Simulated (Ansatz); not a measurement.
# Squeezing and shearing amorphous Si (100 atoms)

How stiff is amorphous Si (100 atoms)?

Method: Kohn-Sham DFT, PBE, PAW (set soft_1), plane waves; PAW set soft_1, in Ansatz 0.2.0.

## 1. The structure

The cell holds 100 atoms: 100 Si. Its edges and angles: a = 12.727 Å, b = 12.727 Å, c = 12.727 Å, α = 90.0°, β = 90.0°, γ = 90.0°. 100 atoms (100 Si) placed at random at 2.26 g/cm³, melted at 2500 K for 10 ps at fixed volume with the EDIP (Justo, Bazant, Kaxiras, Bulatov and Yip, Phys. Rev. B 58, 2539 (1998)). Quenched from 2500 K to 700 K at 500 K/ps and fixed volume, annealed at 700 K for 50 ps, held 5 ps.

Limits known from the start: The quench rate of 500 K/ps far exceeds what a furnace or splat quench reaches, so expect more defects and frozen-in strain than in a real sample. The starting topology of bonds comes from the classical model, and needn't be the one that DFT or experiment would give. The Brillouin zone is sampled at Γ only.

## 2. Single point at the start

The forces at the start show how far the geometry lies from a minimum of this functional.

Input file input.yaml:

```yaml
crystal:
  lattice:
    - [12.7275, 0.0, 0.0]
    - [0.0, 12.7275, 0.0]
    - [0.0, 0.0, 12.7275]
  atoms:
    - { symbol: Si, position: [0.63766, 0.36053, 0.6339] }
    - { symbol: Si, position: [0.68604, 0.11519, 0.72643] }
    - { symbol: Si, position: [0.17468, 0.63856, 0.27994] }
    - { symbol: Si, position: [0.15041, 0.36638, 0.40521] }
    - { symbol: Si, position: [0.76297, 0.65288, 0.94255] }
    - { symbol: Si, position: [0.07626, 0.33436, 0.71234] }
    - { symbol: Si, position: [0.59077, 0.24704, 0.21571] }
    - { symbol: Si, position: [0.0761, 0.84058, 0.10534] }
    - { symbol: Si, position: [0.02313, 0.5449, 0.03905] }
    - { symbol: Si, position: [0.55503, 0.99529, 0.53145] }
    - { symbol: Si, position: [0.42397, 0.60952, 0.35348] }
    - { symbol: Si, position: [0.81042, 0.38319, 0.85508] }
    - { symbol: Si, position: [0.07527, 0.45578, 0.54581] }
    - { symbol: Si, position: [0.69997, 0.54184, 0.6576] }
    - { symbol: Si, position: [0.50184, 0.5152, 0.12316] }
    - { symbol: Si, position: [0.75446, 0.16826, 0.40931] }
    - { symbol: Si, position: [0.28697, 0.18545, 0.9147] }
    - { symbol: Si, position: [0.90155, 0.47372, 0.46216] }
    - { symbol: Si, position: [0.83322, 0.55437, 0.09323] }
    - { symbol: Si, position: [0.6469, 0.32289, 0.45177] }
    - { symbol: Si, position: [0.15632, 0.88536, 0.41262] }
    - { symbol: Si, position: [0.05963, 0.73795, 0.74448] }
    - { symbol: Si, position: [0.68832, 0.72614, 0.2153] }
    - { symbol: Si, position: [0.17837, 0.68377, 0.61869] }
    - { symbol: Si, position: [0.87176, 0.54723, 0.63865] }
    - { symbol: Si, position: [0.08804, 0.02992, 0.79588] }
    - { symbol: Si, position: [0.96171, 0.46268, 0.77476] }
    - { symbol: Si, position: [0.7411, 0.47185, 0.36132] }
    - { symbol: Si, position: [0.60324, 0.57615, 0.27903] }
    - { symbol: Si, position: [0.82106, 0.37343, 0.03769] }
    - { symbol: Si, position: [0.2768, 0.03918, 0.0339] }
    - { symbol: Si, position: [0.93311, 0.6472, 0.41551] }
    - { symbol: Si, position: [0.40605, 0.62179, 0.86218] }
    - { symbol: Si, position: [0.15264, 0.06201, 0.47596] }
    - { symbol: Si, position: [0.42134, 0.64061, 0.52606] }
    - { symbol: Si, position: [0.9483, 0.96858, 0.04935] }
    - { symbol: Si, position: [0.05474, 0.20878, 0.40373] }
    - { symbol: Si, position: [0.06649, 0.96206, 0.25851] }
    - { symbol: Si, position: [0.21281, 0.4513, 0.24408] }
    - { symbol: Si, position: [0.89501, 0.27937, 0.46884] }
    - { symbol: Si, position: [0.78681, 0.72748, 0.49597] }
    - { symbol: Si, position: [0.39646, 0.4345, 0.26397] }
    - { symbol: Si, position: [0.41352, 0.01945, 0.17252] }
    - { symbol: Si, position: [0.88068, 0.68676, 0.22852] }
    - { symbol: Si, position: [0.62321, 0.74505, 0.04333] }
    - { symbol: Si, position: [0.03022, 0.23597, 0.01858] }
    - { symbol: Si, position: [0.78072, 0.27628, 0.70568] }
    - { symbol: Si, position: [0.38987, 0.84467, 0.1057] }
    - { symbol: Si, position: [0.43761, 0.12581, 0.43148] }
    - { symbol: Si, position: [0.30666, 0.15677, 0.5537] }
    - { symbol: Si, position: [0.36076, 0.78979, 0.78738] }
    - { symbol: Si, position: [0.51444, 0.0894, 0.78233] }
    - { symbol: Si, position: [0.32334, 0.32648, 0.46324] }
    - { symbol: Si, position: [0.45735, 0.36666, 0.00333] }
    - { symbol: Si, position: [0.22146, 0.87095, 0.00309] }
    - { symbol: Si, position: [0.84878, 0.19268, 0.04435] }
    - { symbol: Si, position: [0.01321, 0.03819, 0.61698] }
    - { symbol: Si, position: [0.91815, 0.95795, 0.84849] }
    - { symbol: Si, position: [0.80738, 0.14377, 0.21829] }
    - { symbol: Si, position: [0.37003, 0.19988, 0.73058] }
    - { symbol: Si, position: [0.55604, 0.10907, 0.09545] }
    - { symbol: Si, position: [0.5149, 0.83482, 0.62432] }
    - { symbol: Si, position: [0.98738, 0.13998, 0.24573] }
    - { symbol: Si, position: [0.4779, 0.18419, 0.9456] }
    - { symbol: Si, position: [0.18262, 0.8676, 0.8181] }
    - { symbol: Si, position: [0.25798, 0.37861, 0.95598] }
    - { symbol: Si, position: [0.78764, 0.9676, 0.15178] }
    - { symbol: Si, position: [0.36373, 0.46928, 0.58492] }
    - { symbol: Si, position: [0.50868, 0.90334, 0.79466] }
    - { symbol: Si, position: [0.34496, 0.85402, 0.39596] }
    - { symbol: Si, position: [0.67665, 0.99596, 0.00619] }
    - { symbol: Si, position: [0.86362, 0.91265, 0.60013] }
    - { symbol: Si, position: [0.33033, 0.80014, 0.58995] }
    - { symbol: Si, position: [0.12737, 0.39162, 0.0842] }
    - { symbol: Si, position: [0.20089, 0.50309, 0.68299] }
    - { symbol: Si, position: [0.65853, 0.91309, 0.27648] }
    - { symbol: Si, position: [0.94712, 0.21978, 0.62484] }
    - { symbol: Si, position: [0.6786, 0.52218, 0.84607] }
    [... 16 atom lines left out ...]
    - { symbol: Si, position: [0.51016, 0.45675, 0.84522] }
    - { symbol: Si, position: [0.73104, 0.0484, 0.55637] }
    - { symbol: Si, position: [0.79061, 0.09158, 0.88338] }
    - { symbol: Si, position: [0.6562, 0.84975, 0.88782] }
    - { symbol: Si, position: [0.48332, 0.9674, 0.35146] }
    - { symbol: Si, position: [0.10296, 0.08203, 0.10703] }
kpoints:
  mp_grid: { grid: [1, 1, 1] }
hamiltonian:
  xc: pbe
  pseudopotentials: { kind: paw, azcp: { folder: soft_1 } }
scf:
  occupations: { method: gaussian, width: 0.05 }
output:
  forces: true
```

The run is started by

```sh
> ansatz run input.yaml --threads 4 --pin off --max-ram 8192MiB --backend cpu --events-out ev --progress --plain --runs-dir out
```

Output:

```text
Engine: ansatz 0.2.0, x86_64-unknown-linux-gnu
Pseudopotentials: kind: paw
Pseudopotential: Si, paw, valence charge 4, recommended cutoff 420 eV (normal), soft_1/Si.paw.azcp
Functional definition: PBE
  parameter kappa = 0.804
  parameter beta = 0.066725
  exchange = pbe_x(kappa = kappa, mu = beta*pi^2/3)
  correlation = pbe_c(beta = beta)
Crystal: 100 atoms, lattice volume = 2061.718 Å³
Basis set: ecut = 420 eV, 40339 PW (Γ), exchange–correlation on 180×180×180 points (8 copies of the dense FFT grid, shifted against one another)
Bands: 300, of which v1, the nominal top of the filled ones, is band 200 counted from 1 (199 counted from 0)
Symmetry: 1 space group operations
Space group: P1 (ITA 1), of the structure as read, at distance tolerance 1.3e-4 Å
k-points: 1
Non-local potential: Si, projectors of the file, l = 0: 2, l = 1: 2, l = 2: 1
PAW form: soft (Blöchl's): semilocal exchange-correlation on the pseudo side does not see the compensation charge
PAW one-centre angular grid: Si, 110 points (default); XC on 64 Gauss nodes
Initial density: superposition of atomic densities (chi_scale 0.1, normalization cell)
Initial wavefunctions: pseudopotential atomic-orbital guess
Functional: x = pbe(κ = 0.804, μ = 0.219515), c = pbe(β = 0.066725)
SCF iter   1: F=—  HF=-63550.996392 eV  |F-HF|=—  |Δ(HF+E_count)|=         —  Δρ=3.88e-2  dr2=3.93e1  ethr=3.10e-3  ⟨swp⟩=6.0  Hψ=1466  notcnv=0  defer=55
preconditioner: auto → Resta (q_TF=auto, 2.076 Å⁻¹)  ε∞=5.7  [insulator: Δε(μ)=0.131 eV  Ē_g=7.541 eV  σ=0.050 eV  W_gap=0.94  n_scr=304 (ndim 8)  ℏωp=16.4 eV  f_vac=0.001  D(μ)=8.09/eV (n_scr^D=18)  ε∞_Penn≈5.7]
SCF iter   2: F=—  HF=-63544.666984 eV  |F-HF|=—  |Δ(HF+E_count)|=    6.33e0  Δρ=2.22e-2  dr2=1.20e1  ethr=3.10e-3  ⟨swp⟩=1.0  Hψ=345  notcnv=0  defer=64
SCF iter   3: F=—  HF=-63541.930626 eV  |F-HF|=—  |Δ(HF+E_count)|=    2.74e0  Δρ=2.66e-3  dr2=3.55e-1  ethr=2.99e-3  ⟨swp⟩=3.0  Hψ=423  notcnv=0  defer=73
SCF iter   4: F=—  HF=-63541.969235 eV  |F-HF|=—  |Δ(HF+E_count)|=   3.86e-2  Δρ=1.04e-3  dr2=7.13e-2  ethr=8.87e-5  ⟨swp⟩=3.0  Hψ=361  notcnv=0  defer=21
automatic band count: iteration 4 solves 232 bands in place of 300: the levels show a gap, and the empty bands left out lie too high to hold charge; the band table lists the bands solved (type scf.n_extra_bands for more)
SCF iter   5: F=—  HF=-63541.997053 eV  |F-HF|=—  |Δ(HF+E_count)|=   2.78e-2  Δρ=3.46e-4  dr2=9.88e-3  ethr=1.78e-5  ⟨swp⟩=3.0  Hψ=466  notcnv=0  defer=21
SCF iter   6: F=—  HF=-63542.004133 eV  |F-HF|=—  |Δ(HF+E_count)|=   7.08e-3  Δρ=1.17e-4  dr2=8.96e-4  ethr=2.47e-6  ⟨swp⟩=2.0  Hψ=339  notcnv=0  defer=21
SCF iter   7: F=—  HF=-63542.005468 eV  |F-HF|=—  |Δ(HF+E_count)|=   1.33e-3  Δρ=3.95e-5  dr2=9.79e-5  ethr=2.24e-7  ⟨swp⟩=2.0  Hψ=412  notcnv=0  defer=21
SCF iter   8: F=—  HF=-63542.005643 eV  |F-HF|=—  |Δ(HF+E_count)|=   1.75e-4  Δρ=1.48e-5  dr2=1.71e-5  ethr=2.45e-8  ⟨swp⟩=2.0  Hψ=430  notcnv=0  defer=21
SCF iter   9: F=—  HF=-63542.005671 eV  |F-HF|=—  |Δ(HF+E_count)|=   2.83e-5  Δρ=5.18e-6  dr2=2.04e-6  ethr=4.27e-9  ⟨swp⟩=2.0  Hψ=409  notcnv=0  defer=21
SCF iter  10: F=—  HF=-63542.005673 eV  |F-HF|=—  |Δ(HF+E_count)|=   1.87e-6  Δρ=1.87e-6  dr2=2.69e-7  ethr=5.10e-10  ⟨swp⟩=2.0  Hψ=345  notcnv=0  defer=21
SCF iter  11: F=-63542.005673 eV  HF=-63542.005673 eV  |F-HF|=1.07e-8  |Δ(HF+E_count)|=   2.78e-7  Δρ=7.21e-7  dr2=3.95e-8  ethr=2.50e-11  ⟨swp⟩=5.0  Hψ=891  notcnv=0
SCF 1 converged in 11 iterations: F = -63542.005673 eV  dr2 = 3.95e-8
  greatest PAW one-centre occupation: 0.670 electrons in one spin orbital (limit 2), on the Si atom at site 55 (counted from 0), in its partial waves of l = 0
SCF converged after 11 iterations
Free energy (F): -63542.005673 eV
Harris-Foulkes:  -63542.005673 eV  (|F-HF|=1.07e-8)
Internal energy: -63541.974934 eV  (E = F + TS)
E sigma→0 (E₀):  -63541.990304 eV
Entropy (-TS):   -0.030739 eV (-0.307 meV/atom)
Fermi energy:    6.086070 eV
--- Per-component energies (eV) ---
  E_band       = 387.364132
  E_kinetic    = 3990.519464
  E_local      = -3142.988704  (includes V_loc(G=0)·N_el)
  E_nonlocal   = 2253.407290
  E_hartree    = 1077.364748
  E_xc         = -5615.123097
  E_vxc        = -4732.798293  (∫ρ·V_xc dr)
  E_paw        = -51131.146913  (= ΣΔE_a)
  E_vpaw       = -135.510881  (= ΣTr[D̂ρ^β])
  E_aug_tail   = 0.003891  (compensation charges beyond the density's cutoff)
  E_ewald      = -10974.011612
  E_smearing   = -0.030739  (= −TS)
  E_closure    = -0.000000  (closes the sum)
  Σ components = -63542.005673   (vs F -63542.005673, Δ=0.00e0)
--- Forces (eV/Å), atoms counted from 1 ---
  atom   1  Si     0.09636423     0.99610097    -0.58766091
  atom   2  Si     0.61009932     0.33299652     0.30901515
  atom   3  Si    -0.40800078    -0.70191079     0.88257142
  atom   4  Si     1.11367480    -0.11611650    -0.74858538
  atom   5  Si    -0.00080245    -0.10548353     1.19622386
  atom   6  Si    -0.08917602    -0.49594570    -0.40804859
  atom   7  Si     0.38352026     0.57428520    -0.57234823
  atom   8  Si    -0.33592939     1.99476553    -0.08118267
  atom   9  Si    -0.40870746    -0.41859410    -0.13336768
  atom  10  Si    -0.21701277     0.01196396    -0.34522457
  atom  11  Si     0.42024132    -0.65548988    -2.22520424
  atom  12  Si    -0.24393280     1.16339033    -0.53804539
  atom  13  Si     0.07787608    -0.36521614     0.27487910
  atom  14  Si    -2.58789603    -0.31072225     0.73767672
[...]
atom  99  Si    -0.24221849    -0.42872284    -0.17700034
  atom 100  Si    -0.73901935     0.43153086    -0.80557143
  max |Σ_I F_I| component: 1.62e-5 eV/Å
```

It took 9 s on 4 threads of Intel Xeon Platinum 8375C at 2.90GHz (Ice Lake), shared host; peak memory 2.1 GiB.

The r.m.s. force at the start is 0.70 eV/Å.

## 3. Cell and atoms relaxed

The cell is relaxed with the atoms, since the starting lattice needn't suit this functional.

Input file input.yaml:

```yaml
crystal:
  lattice:
    - [12.7275, 0.0, 0.0]
    - [0.0, 12.7275, 0.0]
    - [0.0, 0.0, 12.7275]
  atoms:
    [... the 100 atom lines of step 2 ...]
kpoints:
  mp_grid: { grid: [1, 1, 1] }
hamiltonian:
  xc: pbe
  pseudopotentials: { kind: paw, azcp: { folder: soft_1 } }
scf:
  occupations: { method: gaussian, width: 0.05 }
output:
  forces: true
relax:
  f_tol: 0.05
  max_steps: 150
  cell: {}
```

Output:

```text
[...]
Crystal: 100 atoms, lattice volume = 2061.718 Å³
Basis set: ecut = 420 eV, 40339 PW (Γ), exchange–correlation on 180×180×180 points (8 copies of the dense FFT grid, shifted against one another)
Bands: 300, of which v1, the nominal top of the filled ones, is band 200 counted from 1 (199 counted from 0)
Symmetry: 1 space group operations
[...]
k-points: 1
[...]
SCF iter   1: F=—  HF=-63550.996393 eV  |F-HF|=—  |Δ(HF+E_count)|=         —  Δρ=3.88e-2  dr2=3.93e1  ethr=3.10e-3  ⟨swp⟩=6.0  Hψ=1466  notcnv=0  defer=55
[...]
SCF iter  10: F=—  HF=-63542.005673 eV  |F-HF|=—  |Δ(HF+E_count)|=   2.15e-6  Δρ=2.00e-6  dr2=3.22e-7  ethr=5.59e-10  ⟨swp⟩=2.0  Hψ=406  notcnv=0  defer=89
SCF iter  11: F=-63542.005673 eV  HF=-63542.005673 eV  |F-HF|=1.41e-8  |Δ(HF+E_count)|=   2.96e-7  Δρ=7.57e-7  dr2=4.50e-8  ethr=2.50e-11  ⟨swp⟩=5.0  Hψ=896  notcnv=0
SCF 1 converged in 11 iterations: F = -63542.005673 eV  dr2 = 4.50e-8
[...]
relax step   1: F+E_penalty+E_count = -63542.00567332 eV  Δ(F+E_penalty+E_count) = +0.000e0 eV  max|allowed force component| = 2.588e0 eV/Å  Δτ_max = 0.0000 Å  P = -1.001 GPa  Ω = 2061.718 Å³  (11 SCF iters, dr2 threshold 1.00e-7 eV, accepted)
[... from here on, the SCF cycles and remarks between the steps are left out ...]
relax step   2: F+E_penalty+E_count = -63548.65795544 eV  Δ(F+E_penalty+E_count) = -6.652e0 eV  max|allowed force component| = 1.003e0 eV/Å  Δτ_max = 0.1947 Å  P = -0.275 GPa  Ω = 2045.320 Å³  energy of the carried Pulay correction = +2.764e-4 eV  (7 SCF iters, dr2 threshold 1.00e-5 eV, accepted)
relax step   3: F+E_penalty+E_count = -63551.72130100 eV  Δ(F+E_penalty+E_count) = -3.063e0 eV  max|allowed force component| = 6.272e-1 eV/Å  Δτ_max = 0.1949 Å  P = +0.263 GPa  Ω = 2046.990 Å³  energy of the carried Pulay correction = +2.481e-4 eV  (6 SCF iters, dr2 threshold 1.00e-5 eV, accepted)
relax step   4: F+E_penalty+E_count = -63553.64814653 eV  Δ(F+E_penalty+E_count) = -1.927e0 eV  max|allowed force component| = 3.725e-1 eV/Å  Δτ_max = 0.1950 Å  P = -0.170 GPa  Ω = 2069.821 Å³  energy of the carried Pulay correction = -1.357e-4 eV  (8 SCF iters, dr2 threshold 1.00e-5 eV, accepted)
relax step   5: F+E_penalty+E_count = -63554.30741783 eV  Δ(F+E_penalty+E_count) = -6.593e-1 eV  max|allowed force component| = 2.849e-1 eV/Å  Δτ_max = 0.2000 Å  P = -0.080 GPa  Ω = 2071.451 Å³  energy of the carried Pulay correction = -1.630e-4 eV  (8 SCF iters, dr2 threshold 8.67e-6 eV, accepted)
relax step   6: F+E_penalty+E_count = -63554.57450755 eV  Δ(F+E_penalty+E_count) = -2.671e-1 eV  max|allowed force component| = 3.724e-1 eV/Å  Δτ_max = 0.1724 Å  P = -0.062 GPa  Ω = 2072.298 Å³  energy of the carried Pulay correction = -1.771e-4 eV  (6 SCF iters, dr2 threshold 5.07e-6 eV, accepted)
relax step   7: F+E_penalty+E_count = -63554.71775857 eV  Δ(F+E_penalty+E_count) = -1.433e-1 eV  max|allowed force component| = 2.171e-1 eV/Å  Δτ_max = 0.2000 Å  P = +0.026 GPa  Ω = 2072.913 Å³  energy of the carried Pulay correction = -1.874e-4 eV  (6 SCF iters, dr2 threshold 8.67e-6 eV, accepted)
relax step   8: F+E_penalty+E_count = -63554.81445233 eV  Δ(F+E_penalty+E_count) = -9.669e-2 eV  max|allowed force component| = 4.011e-1 eV/Å  Δτ_max = 0.1959 Å  P = +0.050 GPa  Ω = 2074.118 Å³  energy of the carried Pulay correction = -2.075e-4 eV  (6 SCF iters, dr2 threshold 2.95e-6 eV, accepted)
relax step   9: F+E_penalty+E_count = -63554.89792999 eV  Δ(F+E_penalty+E_count) = -8.348e-2 eV  max|allowed force component| = 3.665e-1 eV/Å  Δτ_max = 0.1610 Å  P = +0.026 GPa  Ω = 2075.203 Å³  energy of the carried Pulay correction = -2.256e-4 eV  (7 SCF iters, dr2 threshold 1.00e-5 eV, accepted)
relax step  10: F+E_penalty+E_count = -63555.00695359 eV  Δ(F+E_penalty+E_count) = -1.090e-1 eV  max|allowed force component| = 3.070e-1 eV/Å  Δτ_max = 0.1992 Å  P = -0.023 GPa  Ω = 2077.217 Å³  energy of the carried Pulay correction = -2.592e-4 eV  (7 SCF iters, dr2 threshold 8.40e-6 eV, accepted)
relax step  11: F+E_penalty+E_count = -63555.11032062 eV  Δ(F+E_penalty+E_count) = -1.034e-1 eV  max|allowed force component| = 3.321e-1 eV/Å  Δτ_max = 0.1955 Å  P = +0.015 GPa  Ω = 2077.882 Å³  energy of the carried Pulay correction = -2.703e-4 eV  (7 SCF iters, dr2 threshold 5.89e-6 eV, accepted)
relax step  12: F+E_penalty+E_count = -63555.20819054 eV  Δ(F+E_penalty+E_count) = -9.787e-2 eV  max|allowed force component| = 1.913e-1 eV/Å  Δτ_max = 0.1923 Å  P = -0.010 GPa  Ω = 2081.511 Å³  energy of the carried Pulay correction = -3.306e-4 eV  (7 SCF iters, dr2 threshold 6.89e-6 eV, accepted)
relax step  13: F+E_penalty+E_count = -63555.16065108 eV  Δ(F+E_penalty+E_count) = +4.754e-2 eV  max|allowed force component| = 8.106e-1 eV/Å  Δτ_max = 0.1916 Å  P = -0.038 GPa  Ω = 2084.665 Å³  energy of the carried Pulay correction = -3.830e-4 eV  (7 SCF iters, dr2 threshold 2.29e-6 eV, rejected (line search))
relax step  14: F+E_penalty+E_count = -63555.23032960 eV  Δ(F+E_penalty+E_count) = -2.214e-2 eV  max|allowed force component| = 1.250e-1 eV/Å  Δτ_max = 0.0620 Å  P = +0.015 GPa  Ω = 2081.870 Å³  energy of the carried Pulay correction = -3.366e-4 eV  (12 SCF iters, accepted)
relax step  15: F+E_penalty+E_count = -63555.23815612 eV  Δ(F+E_penalty+E_count) = -7.827e-3 eV  max|allowed force component| = 4.541e-2 eV/Å  Δτ_max = 0.0190 Å  P = +0.002 GPa  Ω = 2082.006 Å³  energy of the carried Pulay correction = -3.389e-4 eV  (6 SCF iters, dr2 threshold 9.76e-7 eV, accepted)
relax step  16: F+E_penalty+E_count = -63555.23844330 eV  Δ(F+E_penalty+E_count) = -2.872e-4 eV  max|allowed force component| = 4.543e-2 eV/Å  Δτ_max = 0.0000 Å  P = +0.002 GPa  Ω = 2082.006 Å³  stress off target by 1.05e-2 GPa  SCF on the basis re-selected at this cell (its energy is not comparable with the rows above)  (7 SCF iters)
basis re-selected at this cell: Δ(F+E_penalty+E_count) = -2.872e-4 eV, ΔP = +0.000 GPa vs the last step (what re-selecting the basis moved, of the pressure what is left beyond the Pulay correction that the steps carried, after the strain that the cell walked since its last selection, [...]
SCF converged after 7 iterations
Free energy (F): -63555.238443 eV
[...]
Internal energy: -63555.238412 eV  (E = F + TS)
E sigma→0 (E₀):  -63555.238428 eV
Entropy (-TS):   -0.000031 eV (-0.000 meV/atom)
Fermi energy:    5.931769 eV
[...]
Σ components = -63555.238443   (vs F -63555.238443, Δ=0.00e0)
--- Forces (eV/Å), atoms counted from 1 ---
  atom   1  Si     0.00144209     0.00105914     0.00815542
  atom   2  Si    -0.00876081    -0.00130213    -0.00335582
  atom   3  Si     0.00047874     0.00012468    -0.00524107
  atom   4  Si    -0.00439719     0.00449479     0.00282452
[...]
atom 100  Si    -0.00073815     0.00254185    -0.00327311
  max |Σ_I F_I| component: 2.38e-6 eV/Å
--- Stress (GPa, compression-positive) ---
        0.003135       0.005059      -0.003173
        0.005059       0.005655      -0.001867
       -0.003173      -0.001867      -0.003466
  P = ⅓ Tr σ = 0.0018 GPa (0.018 kbar)
--- Relaxed structure (15 steps of the walk, 14 accepted, 1 SCFs on fresh bases) ---
  F+E_penalty+E_count = -63555.23844330 eV   max|allowed force component| = 4.543e-2 eV/Å   (the final SCF, on the basis selected at the relaxed cell)
  cell:  # Å, volume = 2082.0057 Å³
    - [12.800439, 0.128427, -0.015495]
    - [0.128427, 12.630189, -0.128716]
    - [-0.015495, -0.128716, 12.880605]
  atoms:
    - { symbol: Si, position: [0.649024, 0.368336, 0.617053] }
    - { symbol: Si, position: [0.690588, 0.108289, 0.749958] }
    - { symbol: Si, position: [0.155218, 0.647171, 0.298616] }
    - { symbol: Si, position: [0.174831, 0.349087, 0.398311] }
[...]
- { symbol: Si, position: [0.088461, 0.117368, 0.089201] }
```

Wall time 2.2 min (4 threads); peak memory 2.1 GiB.

The relaxation converged after 15 steps, with a largest force component of 0.045 eV/Å.

[end of part 1 of 3]

[Long decimals in the printed logs are rounded to 6 places.]

[Logs are printed without paths, hosts, clocks, repeated set-up lines and the standing remarks that a program may print on its own settings, such as how far it seeks lower states.]

[Hosts, paths, dates, database ids (printed as entryN), source tags and the programs' standing remarks are cut or masked in the printed files.]
